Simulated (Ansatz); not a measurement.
## Bands, cutoff and cost in G0W0 for KBaCeBiO6 (F-43m)

Wanted: a G0W0 gap for KBaCeBiO6 (F-43m) that is converged in bands and cutoff, or an estimate of the limit.

Method: G0W0 on PBE, plane waves, PAW; PAW set soft_1, in Ansatz 0.2.0.

In doubt: one-shot GW on d or f shells is unsure, so the values of those runs are not to be relied on.

### Step 1. The structure

The structure is cubic, space group F-43m (No. 216). Conventional cell: a = 8.728 Å, b = 8.728 Å, c = 8.728 Å, α = 90.00°, β = 90.00°, γ = 90.00°. K has 12 O at 3.09 Å nearest. Nearest to Ba lie 12 O at 3.09 Å. Nearest to Ce lie 6 O at 2.22 Å. Nearest to Bi lie 6 O at 2.14 Å. Nearest to O lie 1 Bi at 2.14 Å and 1 Ce at 2.22 Å and 2 Ba at 3.09 Å and 2 K at 3.09 Å. Farther neighbours and most contacts between anions are not listed.

Structure file:

```cif
data_structure
_symmetry_space_group_name_H-M 'F-43m'
_symmetry_Int_Tables_number 216
_cell_length_a 8.7280
_cell_length_b 8.7280
_cell_length_c 8.7280
_cell_angle_alpha 90.000
_cell_angle_beta 90.000
_cell_angle_gamma 90.000
_cell_volume 664.87
loop_
_atom_site_label
_atom_site_type_symbol
_atom_site_symmetry_multiplicity
_atom_site_Wyckoff_symbol
_atom_site_fract_x
_atom_site_fract_y
_atom_site_fract_z
_atom_site_occupancy
K1 K 4 c 0.25000 0.25000 0.25000 1
Ba1 Ba 4 d 0.25000 0.25000 0.75000 1
Ce1 Ce 4 b 0.50000 0.00000 0.00000 1
Bi1 Bi 4 a 0.00000 0.00000 0.00000 1
O1 O 24 f 0.24534 0.00000 0.00000 1
```

The cell and positions are those that the Materials Project relaxed with its own functionals (PBE, PBE+U or r2SCAN), kept fixed. Spin-orbit coupling is left out unless a step names it.

### Step 2. 149 empty bands, screening to 54 eV

G0W0 replaces the xc potential by the self-energy, built once from these orbitals. Only a window of levels is corrected, while the sums run over the empty bands that the input names. This step takes PAW set soft_1 files.

Input file input.yaml:

```yaml
crystal:
  lattice:
    - [0.0, 4.3639834, 4.3639834]
    - [4.3639834, 0.0, 4.3639834]
    - [4.3639834, 4.3639834, 0.0]
  atoms:
    - { symbol: K, position: [0.75, 0.75, 0.75] }
    - { symbol: Ba, position: [0.25, 0.25, 0.25] }
    - { symbol: Ce, position: [0.5, 0.5, 0.5] }
    - { symbol: Bi, position: [0.0, 0.0, 0.0] }
    - { symbol: O, position: [0.75466446, 0.24533554, 0.24533554] }
    - { symbol: O, position: [0.24533554, 0.75466446, 0.75466446] }
    - { symbol: O, position: [0.75466446, 0.75466446, 0.24533554] }
    - { symbol: O, position: [0.24533554, 0.24533554, 0.75466446] }
    - { symbol: O, position: [0.24533554, 0.75466446, 0.24533554] }
    - { symbol: O, position: [0.75466446, 0.24533554, 0.75466446] }
kpoints:
  mp_grid: { grid: [4, 4, 4] }
hamiltonian:
  xc: pbe
  pseudopotentials: { kind: paw, azcp: { folder: soft_1 } }
scf:
  occupations: { method: fixed }
gw:
  n_empty_bands: 149
  ecut_chi: 54
  qp_bands: [v3, c3]
  qp_kpoints: band_edges
  screening: { model: contour_deformation }
```

Command:

```
> ansatz run input.yaml --threads 2 --pin off --max-ram 92160MiB --backend cuda --events-out ev --progress --plain --runs-dir out --devices 1 --max-vram 13GiB
```

Numbers of over 12 decimals in the logs are rounded to 6 here.

What it wrote:

```text
GPUs: using 1 of 1 available (devices: 1).
Engine: ansatz 0.2.0, x86_64-unknown-linux-gnu
Pseudopotentials: kind: paw
Pseudopotential: K, paw, valence charge 9, recommended cutoff 420 eV (normal), soft_1/K.paw.azcp
Pseudopotential: Ba, paw, valence charge 10, recommended cutoff 420 eV (normal), soft_1/Ba.paw.azcp
Pseudopotential: Ce, paw, valence charge 12, recommended cutoff 420 eV (normal), soft_1/Ce.paw.azcp
Pseudopotential: Bi, paw, valence charge 15, recommended cutoff 420 eV (normal), soft_1/Bi.paw.azcp
Pseudopotential: O, paw, valence charge 6, recommended cutoff 420 eV (normal), soft_1/O.paw.azcp
Functional definition: PBE
  parameter kappa = 0.804
  parameter beta = 0.066725
  exchange = pbe_x(kappa = kappa, mu = beta*pi^2/3)
  correlation = pbe_c(beta = beta)
device memory: the entry about to start is reckoned to put 2.5 GiB on a device that reports 40.0 GiB free (of which the cap on the GPU budget leaves the run 13.0 GiB)
GPU FFT provider: cuFFT
GPU libraries: cuBLAS 13.8.2, cuFFT 12.4.0, cuSOLVER 12.3.4
Crystal: 10 atoms, lattice volume = 166.218 Å³
Basis set: ecut = 420 eV, 3287 PW (Γ)
Bands: 51, of which v1, the nominal top of the filled ones, is band 41 counted from 1 (40 counted from 0)
Symmetry: 24 space group operations
Space group: F-43m (ITA 216), of the structure as read, at distance tolerance 5.5e-5 Å
k-points: 8 of 64 (time reversal used)
Non-local potential: K, projectors of the file, l = 0: 3, l = 1: 2, l = 2: 2
Non-local potential: Ba, projectors of the file, l = 0: 3, l = 1: 2, l = 2: 2, l = 3: 2
Non-local potential: Ce, projectors of the file, l = 0: 3, l = 1: 2, l = 2: 2, l = 3: 3
Non-local potential: Bi, projectors of the file, l = 0: 2, l = 1: 2, l = 2: 2, l = 3: 1
Non-local potential: O, projectors of the file, l = 0: 2, l = 1: 2, l = 2: 1
PAW form: soft (Blöchl's): semilocal exchange-correlation on the pseudo side does not see the compensation charge
PAW one-centre angular grid: K, 110 points (default); XC on 64 Gauss nodes
PAW one-centre angular grid: Ba, 194 points (default); XC on 64 Gauss nodes
PAW one-centre angular grid: Ce, 590 points (default); XC on 64 Gauss nodes
PAW one-centre angular grid: Bi, 590 points (default); XC on 64 Gauss nodes
PAW one-centre angular grid: O, 110 points (default); XC on 64 Gauss nodes
Initial density: superposition of atomic densities (chi_scale 0.1, normalization cell, long waves kept (reshape's long-wave potential 0.01 eV rms))
Initial wavefunctions: pseudopotential atomic-orbital guess
GPU buffer pool allocated for 91125 grid points (all kernels)
GPU transforms: local potential and band sums: pruned to the plane-wave sphere, on 45×45×45
Functional: x = pbe(κ = 0.804, μ = 0.219515), c = pbe(β = 0.066725)
SCF iter   1: F=—  HF=-29879.661712 eV  |F-HF|=—  |Δ(HF+E_count)|=         —  Δρ=1.46e-1  dr2=7.23e1  ethr=3.10e-3  ⟨swp⟩=4.1  Hψ=1476  notcnv=0  defer=34
preconditioner: auto → Resta (q_TF=auto, 2.425 Å⁻¹)  ε∞=6.0  [insulator: Δε(μ)=0.090 eV  Ē_g=11.204 eV  n_scr=50 (ndim 8)  ℏωp=25.1 eV  f_vac=0.000  ε∞_Penn≈6.0]
SCF iter   2: F=—  HF=-29884.687712 eV  |F-HF|=—  |Δ(HF+E_count)|=    5.03e0  Δρ=1.23e-1  dr2=2.81e1  ethr=3.10e-3  ⟨swp⟩=4.6  Hψ=1169  notcnv=0  defer=55
SCF iter   3: F=—  HF=-29877.283493 eV  |F-HF|=—  |Δ(HF+E_count)|=    7.40e0  Δρ=6.98e-2  dr2=9.30e0  ethr=3.10e-3  ⟨swp⟩=4.5  Hψ=1047  notcnv=0  defer=55
SCF iter   4: F=—  HF=-29874.601786 eV  |F-HF|=—  |Δ(HF+E_count)|=    2.68e0  Δρ=2.26e-2  dr2=2.28e0  ethr=3.10e-3  ⟨swp⟩=3.6  Hψ=1115  notcnv=0  defer=38
SCF iter   5: F=—  HF=-29876.389229 eV  |F-HF|=—  |Δ(HF+E_count)|=    1.79e0  Δρ=1.79e-1  dr2=7.74e1  ethr=2.79e-3  ⟨swp⟩=2.8  Hψ=793  notcnv=0  defer=35  recentre
SCF iter   6: F=—  HF=-29876.065066 eV  |F-HF|=—  |Δ(HF+E_count)|=   3.24e-1  Δρ=5.29e-2  dr2=6.40e0  ethr=2.79e-3  ⟨swp⟩=4.8  Hψ=964  notcnv=0  defer=40
SCF iter   7: F=—  HF=-29875.562779 eV  |F-HF|=—  |Δ(HF+E_count)|=   5.02e-1  Δρ=4.69e-2  dr2=5.18e0  ethr=2.79e-3  ⟨swp⟩=2.4  Hψ=562  notcnv=0  defer=52
SCF iter   8: F=—  HF=-29874.868381 eV  |F-HF|=—  |Δ(HF+E_count)|=   6.94e-1  Δρ=3.52e-2  dr2=2.94e0  ethr=2.79e-3  ⟨swp⟩=3.0  Hψ=644  notcnv=0  defer=34
SCF iter   9: F=—  HF=-29874.465525 eV  |F-HF|=—  |Δ(HF+E_count)|=   4.03e-1  Δρ=2.32e-2  dr2=1.28e0  ethr=2.79e-3  ⟨swp⟩=2.1  Hψ=476  notcnv=0  defer=34
SCF iter  10: F=—  HF=-29874.264749 eV  |F-HF|=—  |Δ(HF+E_count)|=   2.01e-1  Δρ=9.33e-3  dr2=2.02e-1  ethr=1.56e-3  ⟨swp⟩=2.1  Hψ=457  notcnv=0  defer=37
SCF iter  11: F=—  HF=-29874.234985 eV  |F-HF|=—  |Δ(HF+E_count)|=   2.98e-2  Δρ=4.74e-4  dr2=3.62e-4  ethr=2.46e-4  ⟨swp⟩=2.5  Hψ=456  notcnv=0  defer=42
SCF iter  12: F=—  HF=-29874.235338 eV  |F-HF|=—  |Δ(HF+E_count)|=   3.53e-4  Δρ=6.92e-4  dr2=9.61e-4  ethr=4.42e-7  ⟨swp⟩=2.0  Hψ=736  notcnv=0  defer=64
SCF iter  13: F=—  HF=-29874.235280 eV  |F-HF|=—  |Δ(HF+E_count)|=   5.80e-5  Δρ=4.72e-4  dr2=5.53e-4  ethr=4.42e-7  ⟨swp⟩=2.0  Hψ=406  notcnv=0  defer=64
SCF iter  14: F=—  HF=-29874.235210 eV  |F-HF|=—  |Δ(HF+E_count)|=   7.00e-5  Δρ=3.55e-5  dr2=2.43e-6  ethr=4.42e-7  ⟨swp⟩=2.0  Hψ=406  notcnv=0  defer=64
SCF iter  15: F=—  HF=-29874.235210 eV  |F-HF|=—  |Δ(HF+E_count)|=   1.28e-8  Δρ=3.94e-5  dr2=3.83e-6  ethr=2.97e-9  ⟨swp⟩=2.0  Hψ=736  notcnv=0  defer=17
[...]
E_kinetic    = 1914.772983
  E_local      = -4754.531527  (includes V_loc(G=0)·N_el)
  E_nonlocal   = 930.122019
  E_hartree    = 1757.552083
  E_xc         = -1061.162517
  E_vxc        = -1144.881267  (∫ρ·V_xc dr)
  E_paw        = -23193.221791  (= ΣΔE_a)
  E_vpaw       = -709.772711  (= ΣTr[D̂ρ^β])
  E_aug_tail   = 0.004792  (compensation charges beyond the density's cutoff)
  E_ewald      = -5467.771251
  E_smearing   = -0.000000  (= −TS)
  E_closure    = 0.000000  (closes the sum)
  Σ components = -29874.235209   (vs F -29874.235209, Δ=0.00e0)
--- Band table (eV; the first three rows and the last of 8) ---
  k-point 0: bands = [... 37 lower, 6.6476, 7.5810, 7.5810, 7.5810, 9.6472, 9.7603, 9.9370, 9.9370, ... 6 higher]
  k-point 1: bands = [... 37 lower, 6.7153, 7.4107, 7.4107, 7.4297, 9.4813, 9.6547, 9.9176, 9.9176, ... 6 higher]
  k-point 2: bands = [... 37 lower, 6.9191, 7.1926, 7.2977, 7.2977, 9.3847, 9.6542, 9.9023, 9.9023, ... 6 higher]
  k-point 7: bands = [... 37 lower, 6.6891, 6.7125, 7.2212, 7.3420, 9.2729, 9.6576, 9.8852, 9.9123, ... 6 higher]
--- G₀W₀: contour deformation, 6 samples at zero and on the imaginary axis and 1 off it, 64 q-points, 149 empty bands' worth ---
  eigenvalues of the whole cell's RPA ε∞ on this k-mesh (on a slab, of 1 + 4πα/V) = 5.6053, 5.6053, 5.6053; static W/v taken at q = 0 is 0.178402
  bands read: the sum over 190 bands ends inside a degenerate multiplet in 2 slots, whose members it reads at an even weight; the widest, k=1: bands 190 to 191 (counted from 1) at 1/2 each
  gw.qp_kpoints: band_edges: 8 of 8 stored k-points solved, in 1 pass; an edge of the gap read off the rows below is read off those points alone
  `?` marks the rows in doubt; gw_qp.tsv's column doubts and the gw_qp event give each row's grounds
    ik  band        ε_KS         Σx   Σc(E_QP)       V_xc       Z   E_QP_lin       E_QP  E_QP is
     0    39      7.5810   -25.7987     5.3277   -20.4096  0.6948     7.5196     7.5197  root
     0    40      7.5810   -25.7987     5.3277   -20.4096  0.6948     7.5196     7.5197  root
     0    41      7.5810   -25.7987     5.3277   -20.4096  0.6948     7.5196     7.5197  root
     0    42      9.6472   -22.3913   -12.1709   -36.9189  0.5778    12.6453    12.0038  root ?
     0    43      9.7603   -17.4607    -2.9115   -21.7110  0.7401    11.1579    11.0990  root
     0    44      9.9370   -23.6694   -11.6318   -37.6433  0.5756    12.9196    12.2790  root ?
     1    39      7.4107   -25.4836     5.2060   -20.2189  0.6941     7.3519     7.3521  root
     1    40      7.4107   -25.4836     5.2060   -20.2189  0.6941     7.3519     7.3521  root
     1    41      7.4297   -25.6597     5.2617   -20.3471  0.6909     7.3787     7.3788  root
     1    42      9.4813   -21.5309    -6.4645   -30.1627  0.6667    11.9155    11.6486  root ?
     1    43      9.6547   -22.6322   -12.5749   -37.5812  0.5721    12.7026    12.0288  root ?
     1    44      9.9176   -23.6266   -11.6861   -37.6678  0.5763    12.9157    12.2727  root ?
     2    39      7.1926   -25.4895     5.2842   -20.1434  0.6829     7.1307     7.1309  root
     2    40      7.2977   -25.6969     4.3255   -21.5467  0.7068     7.4721     7.4728  root
     2    41      7.2977   -25.6969     4.3255   -21.5467  0.7068     7.4721     7.4728  root
     2    42      9.3847   -22.8649    -7.4435   -32.7243  0.6491    12.1030    11.8007  root ?
     2    43      9.6542   -22.6240   -12.6080   -37.6065  0.5718    12.7047    12.0288  root ?
     2    44      9.9023   -23.6114   -11.7254   -37.7024  0.5767    12.9131    12.2679  root ?
     3    39      7.2560   -25.3107     5.1924   -20.0548  0.6903     7.1924     7.1926  root
     3    40      7.2560   -25.3107     5.1924   -20.0548  0.6903     7.1924     7.1926  root
     3    41      7.5664   -25.7525     5.3261   -20.3606  0.6946     7.5006     7.5008  root
     3    42      9.4574   -20.7604    -5.4936   -28.3135  0.6837    11.6842    11.5169  root ?
     3    43      9.6554   -22.6282   -12.5711   -37.5726  0.5721    12.7022    12.0287  root ?
     3    44      9.9165   -23.6113   -11.6207   -37.5862  0.5771    12.9084    12.2707  root ?
     4    39      7.0419   -25.2790     4.8878   -20.4064  0.6901     7.0570     7.0570  root
     4    40      7.0918   -25.2721     4.5577   -20.7950  0.7019     7.1721     7.1723  root
     4    41      7.4372   -25.5894     5.2055   -20.3338  0.6943     7.3870     7.3871  root
     4    42      9.3361   -21.4508    -5.7284   -29.3399  0.6786    11.6838    11.4967  root ?
     4    43      9.6563   -22.6421   -12.6123   -37.6288  0.5716    12.7071    12.0307  root ?
     4    44      9.8953   -23.5703   -11.6768   -37.6142  0.5777    12.9033    12.2624  root ?
     5    39      7.2400   -25.5525     4.7607   -20.8583  0.6950     7.3064     7.3066  root
     5    40      7.2771   -25.2258     5.1666   -19.9882  0.6939     7.2060     7.2062  root
     5    41      7.2955   -25.6445     4.6556   -21.0826  0.6988     7.3890     7.3892  root
     5    42      9.3821   -22.0894    -6.5605   -30.9332  0.6637    11.9056    11.6653  root ?
     5    43      9.6562   -22.6449   -12.6105   -37.6299  0.5716    12.7070    12.0306  root ?
     5    44      9.8962   -23.6010   -11.7307   -37.7008  0.5770    12.9108    12.2653  root ?
     6    39      6.8085   -24.9942     4.8725   -20.1205  0.6879     6.8073     6.8073  root
     6    40      6.8085   -24.9942     4.8725   -20.1205  0.6879     6.8073     6.8073  root
     6    41      7.5520   -25.7084     5.3248   -20.3137  0.6944     7.4821     7.4823  root
     6    42      9.1570   -17.7835    -2.1732   -21.2410  0.7585    10.4762    10.4413  root
     6    43      9.6556   -22.6289   -12.6073   -37.6103  0.5717    12.7057    12.0297  root ?
     6    44      9.8740   -23.5808   -11.6175   -37.5850  0.5798    12.8955    12.2607  root ?
     7    39      6.7125   -24.6630     4.9151   -19.7107  0.6844     6.6753     6.6753  root
     7    40      7.2212   -25.2357     5.1669   -19.9969  0.6932     7.1492     7.1493  root
     7    41      7.3420   -25.4524     5.2092   -20.1828  0.6921     7.2815     7.2817  root
     7    42      9.2729   -20.7090    -4.7235   -27.4178  0.6972    11.3894    11.2581  root ?
     7    43      9.6576   -22.6538   -12.6181   -37.6459  0.5714    12.7089    12.0316  root ?
     7    44      9.8852   -23.5256   -11.6594   -37.5565  0.5785    12.8953    12.2567  root ?
[key lines of the parts left out:]
SCF converged after 17 iterations
Free energy (F): -29874.235209 eV
Fermi energy:    7.580961 eV
```

Elapsed: 22 s, on 1 × NVIDIA H100 80GB HBM3 (shared by 6 runs) with 2 threads of AMD EPYC 7R13 (Zen 3), shared host; peak memory 1.3 GiB; 29 s of CPU time.

Reading the cycles: dr2 is the Hartree energy of the density residual (eV), the measure of convergence; HF is the Harris–Foulkes estimate of the energy, which meets the free energy F at convergence.

Numbers from this step:

| Item | Value |
| --- | --- |
| bands summed | 190 |
| RPA ε∞ on this mesh (eigenvalues) | 5.605, 5.605, 5.605 |
| plane waves in the screening matrix | 169 |
| q-points in the mesh | 64 |
| G0W0 gap on the mesh | 2.922 eV |
| k of the valence top | 0, 0, 0 |
| k of the conduction bottom | 0, -0.5, -0.5 |
| starting gap on the mesh | 1.576 eV |
| Z at the valence top | 0.6948 |
| Z at the conduction bottom | 0.7585 |
| least direct G0W0 gap on the computed points | 2.959 eV |

The gap on the mesh goes from 1.58 eV to 2.92 eV, a correction of +1.35 eV. Between the two edge states, bare exchange in place of the xc potential would open the gap by 8.85 eV, and correlation takes back 7.50 eV.

### Step 3. 423 empty bands, screening to 108 eV

Another rung: the empty bands reach about as high as the screening cutoff, so the two stay in balance.

input.yaml: that of step 2 with these lines changed.

```diff
@@ -24,4 +24,4 @@
 gw:
-  n_empty_bands: 149
-  ecut_chi: 54
+  n_empty_bands: 423
+  ecut_chi: 108
   qp_bands: [v3, c3]
```

What it wrote:

```text
GPUs: using 1 of 1 available (devices: 1).
[...]
GPU FFT provider: cuFFT
GPU libraries: cuBLAS 13.8.2, cuFFT 12.4.0, cuSOLVER 12.3.4
Crystal: 10 atoms, lattice volume = 166.218 Å³
Basis set: ecut = 420 eV, 3287 PW (Γ)
Bands: 51, of which v1, the nominal top of the filled ones, is band 41 counted from 1 (40 counted from 0)
Symmetry: 24 space group operations
[...]
k-points: 8 of 64 (time reversal used)
[...]
GPU buffer pool allocated for 91125 grid points (all kernels)
[...]
SCF iter   1: F=—  HF=-29879.661712 eV  |F-HF|=—  |Δ(HF+E_count)|=         —  Δρ=1.46e-1  dr2=7.23e1  ethr=3.10e-3  ⟨swp⟩=4.1  Hψ=1476  notcnv=0  defer=34
[...]
SCF iter  17: F=-29874.235209 eV  HF=-29874.235209 eV  |F-HF|=1.39e-8  |Δ(HF+E_count)|=   1.30e-7  Δρ=2.62e-6  dr2=1.53e-8  ethr=1.22e-10  ⟨swp⟩=11.0  Hψ=1653  notcnv=0
SCF 1 converged in 17 iterations: F = -29874.235209 eV  dr2 = 1.53e-8
[...]
NSCF: frozen V_eff on 8 k-points
[...]
G₀W₀ screening: q 1/8
[... further progress lines ...]
[...]
SCF converged after 17 iterations
Free energy (F): -29874.235209 eV
[...]
Internal energy: -29874.235209 eV  (E = F + TS)
E sigma→0 (E₀):  -29874.235209 eV
Fermi energy:    7.580961 eV
[...]
--- Band table (eV; the first three rows and the last of 8) ---
  k-point 0: bands = [... 37 lower, 6.6476, 7.5810, 7.5810, 7.5810, 9.6472, 9.7603, 9.9370, 9.9370, ... 6 higher]
[...]
0    43      9.7603   -17.4607    -3.2608   -21.7110  0.7306    10.7760    10.7497  root
     0    44      9.9370   -23.6694   -12.0492   -37.6433  0.5611    12.2241    11.8616  root ?
     1    39      7.4107   -25.4836     4.9774   -20.2189  0.6885     7.1207     7.1234  root
     1    40      7.4107   -25.4836     4.9774   -20.2189  0.6885     7.1207     7.1234  root
     1    41      7.4297   -25.6597     5.0378   -20.3471  0.6855     7.1524     7.1548  root
     1    42      9.4813   -21.5309    -6.9115   -30.1627  0.6540    11.3479    11.2016  root ?
     1    43      9.6547   -22.6322   -12.9892   -37.5812  0.5585    11.9995    11.6145  root ?
     1    44      9.9176   -23.6266   -12.1055   -37.6678  0.5618    12.2176    11.8533  root ?
     2    39      7.1926   -25.4895     5.0671   -20.1434  0.6778     6.9109     6.9137  root
[...]
2    42      9.3847   -22.8649    -7.9444   -32.7243  0.6359    11.4853    11.2998  root ?
     2    43      9.6542   -22.6240   -13.0215   -37.6065  0.5581    12.0010    11.6153  root ?
     2    44      9.9023   -23.6114   -12.1461   -37.7024  0.5623    12.2127    11.8471  root ?
[...]
6    43      9.6556   -22.6289   -13.0209   -37.6103  0.5581    12.0019    11.6161  root ?
     6    44      9.8740   -23.5808   -12.0451   -37.5850  0.5654    12.1946    11.8330  root ?
     7    39      6.7125   -24.6630     4.6776   -19.7107  0.6792     6.4348     6.4378  root
     7    40      7.2212   -25.2357     4.9363   -19.9969  0.6878     6.9156     6.9187  root
     7    41      7.3420   -25.4524     4.9809   -20.1828  0.6866     7.0506     7.0534  root
     7    42      9.2729   -20.7090    -5.2048   -27.4178  0.6856    10.8666    10.7769  root
     7    43      9.6576   -22.6538   -13.0315   -37.6459  0.5578    12.0046    11.6182  root ?
     7    44      9.8852   -23.5256   -12.0821   -37.5565  0.5641    12.1956    11.8339  root ?
```

It took 52 s on 1 × NVIDIA H100 80GB HBM3 (shared by 6 runs) with 2 threads; peak memory 1.7 GiB.

This step gave:

| Quantity | Value |
| --- | --- |
| bands summed | 464 |
| RPA ε∞ on this mesh (eigenvalues) | 5.556, 5.556, 5.556 |
| plane waves in the screening matrix | 411 |
| q-points in the mesh | 64 |
| G0W0 gap on the mesh | 2.764 eV |
| k of the valence top | 0, 0, 0 |
| k of the conduction bottom | 0, -0.5, -0.5 |
| starting gap on the mesh | 1.576 eV |
| Z at the valence top | 0.6892 |
| Z at the conduction bottom | 0.7493 |
| least direct G0W0 gap on the computed points | 2.799 eV |

Against the run with 4×4×4 mesh, 149 empty bands, screening to 54 eV, PAW set soft_1 files, the gap moves by −0.16 eV.

[end of part 1 of 2]

[Paths, hosts, dates, memory and timing lines, banners, echoed tables and standing remarks are left out of the program output.]

[Logs are printed without paths, hosts, clocks, repeated set-up lines and the standing remarks that a program may print on its own settings, such as how far it seeks lower states.]

[Runs of the session that timed out or met a known fault of the program may be left out.]

[Cells called generated may have been cut or substituted from an entry of the Crystallography Open Database or the Materials Project.]

[Hosts, paths, dates, database ids (printed as entryN), source tags and the programs' standing remarks are cut or masked in the printed files.]
